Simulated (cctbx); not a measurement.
# From intensities to atoms

Cell a = 5.4710 Å, b = 5.4710 Å, c = 4.4170 Å, α = 90.00°, β = 90.00°, γ = 120.00°; space group P6_3/mmc (no. 194); content Mo2 Zn6.

The data are simulated with cctbx, not measured: Mo Kα, λ = 0.71073 Å, to d = 0.77 Å, 70 % of the full sphere, strongest reflection 5000 counts, noise from counting, a 1.5 % proportional error and a noise floor of 15 counts (s.d.); no absorption.

Charge flipping in P1 on normalised amplitudes to 0.77 Å, δ = 0.9 σ, 30 % of the reflections treated as weak, 150 cycles:

```text
cycle      R  skewness
    0  0.633     0.34
   12  0.468     1.42
   24  0.490     1.73
   36  0.518     2.59
   48  0.491     3.00
   60  0.515     2.86
   72  0.500     2.95
   84  0.520     2.95
   96  0.505     2.80
  108  0.517     3.01
  120  0.492     2.83
  132  0.509     2.83
  144  0.474     2.90
origin shift          correlation  skewness
 0.067  0.923  0.292      0.978      5.40
 0.567  0.923  0.292      0.978      5.46
 0.567  0.423  0.292      0.978      5.57
 0.464  0.636  0.298      0.932      4.13
taken: symmetry correlation 0.978, skewness 5.57
peak      x       y       z  mult  height/sigma
Q1    0.3333  0.6667  0.2500    2     12.4
Q2    0.1662  0.3324  0.7500    6      9.9
Q3    0.1156  0.2311  0.1278   12      0.6
Q4    0.2718  0.5436  0.6383   12      0.6
Q5    0.3333  0.6667  0.0402    4      0.5
Q6    0.2253  0.4505  0.1354   12      0.5
Q7    0.0612  0.1224  0.6182   12      0.4
```

The origin is taken among those within 0.04 of the best correlation, by the skewness of the map.

It took 0.38 s on 1 thread of Intel(R) Xeon(R) CPU @ 2.60GHz (Ice Lake) (shared host), peak memory 0.07 GiB.

**Question.** Which peaks are atoms, and which elements?

Heights go roughly as Z and multiplicities must add up to the content. First model: Q1 = Mo1 (2 in the cell, height 12.4) and Q2 = Zn1 (6 in the cell, height 9.9). Against the true structure, Q1 is Mo and Q2 is Zn; the other peaks are not atoms.

Least squares on F², isotropic:

```text
Rint 0.064, 65 unique reflections to 0.77 A
cycle     R1     wR2    GooF  max shift (A)
   1  0.0649  0.1136   4.163   0.00634
   2  0.0250  0.0331   1.213   0.00005
final R1 0.0250 wR2 0.0331 GooF 1.213  parameters 3  data/parameter 21.7
atom        x        y        z      Ueq    occ   su(xyz)  su(Uiso or U11)
Mo1    0.33333  0.66667  0.25000   0.0132  1.000  0.00000  0.0008
Zn1    0.16553  0.33105  0.75000   0.0140  1.000  0.00123  0.0005
difference map: max 3.88 min -1.96 rms 0.60
Q1    0.0000  0.0000  0.0000    2    3.88  1.92 A from Zn1
Q2    0.0838  0.1677  0.6319   12    1.72  0.93 A from Zn1
Q3    0.0000  0.0000  0.2500    2    1.52  1.57 A from Zn1
Q4    0.1483  0.4322  0.7500   12    1.49  0.61 A from Zn1
Q5    0.1187  0.5594  0.5578   12    1.29  1.63 A from Zn1
```

Anisotropic refinement:

```text
Rint 0.064, 65 unique reflections to 0.77 A
cycle     R1     wR2    GooF  max shift (A)
   1  0.0249  0.0331   1.244   0.00378
   2  0.0179  0.0245   0.921   0.00001
final R1 0.0179 wR2 0.0245 GooF 0.921  parameters 6  data/parameter 10.8
atom        x        y        z      Ueq    occ   su(xyz)  su(Uiso or U11)
Mo1    0.33333  0.66667  0.25000   0.0131  1.000  0.00000  0.0009
Zn1    0.16592  0.33185  0.75000   0.0140  1.000  0.00094  0.0007
difference map: max 4.00 min -1.83 rms 0.57
Q1    0.0000  0.0000  0.0000    2    4.00  1.92 A from Zn1
Q2    0.0757  0.1514  0.6318   12    1.81  1.00 A from Zn1
Q3    0.1162  0.2324  0.2500    6    1.79  1.40 A from Zn1
Q4    0.0000  0.0000  0.2500    2    1.47  1.57 A from Zn1
Q5    0.1189  0.4715  0.7500   12    1.46  0.92 A from Zn1
Q6    0.1256  0.5628  0.5481   12    1.16  1.64 A from Mo1
```

**Reading.** The refinement ends at R1 = 0.0179, wR2 = 0.0245, GooF = 0.92, with difference density between -1.83 and 4.00 e/Å³. Every site matches the true model in element, within 0.002 Å r.m.s., up to an allowed shift of origin.

True model:

| atom | mult. | x | y | z | Ueq (Å²) |
| --- | --- | --- | --- | --- | --- |
| Mo1 | 2 | 2/3 | 1/3 | 1/4 | 0.0129 |
| Zn1 | 6 | 0.3314 | 0.1657 | 3/4 | 0.0140 |

This is a model crystal, built by substitution and not relaxed, with assumed displacement parameters.

[Middle refinement cycles are left out of these outputs.]

[Logs are printed without paths, hosts, clocks, repeated set-up lines and the standing remarks that a program may print on its own settings, such as how far it seeks lower states.]
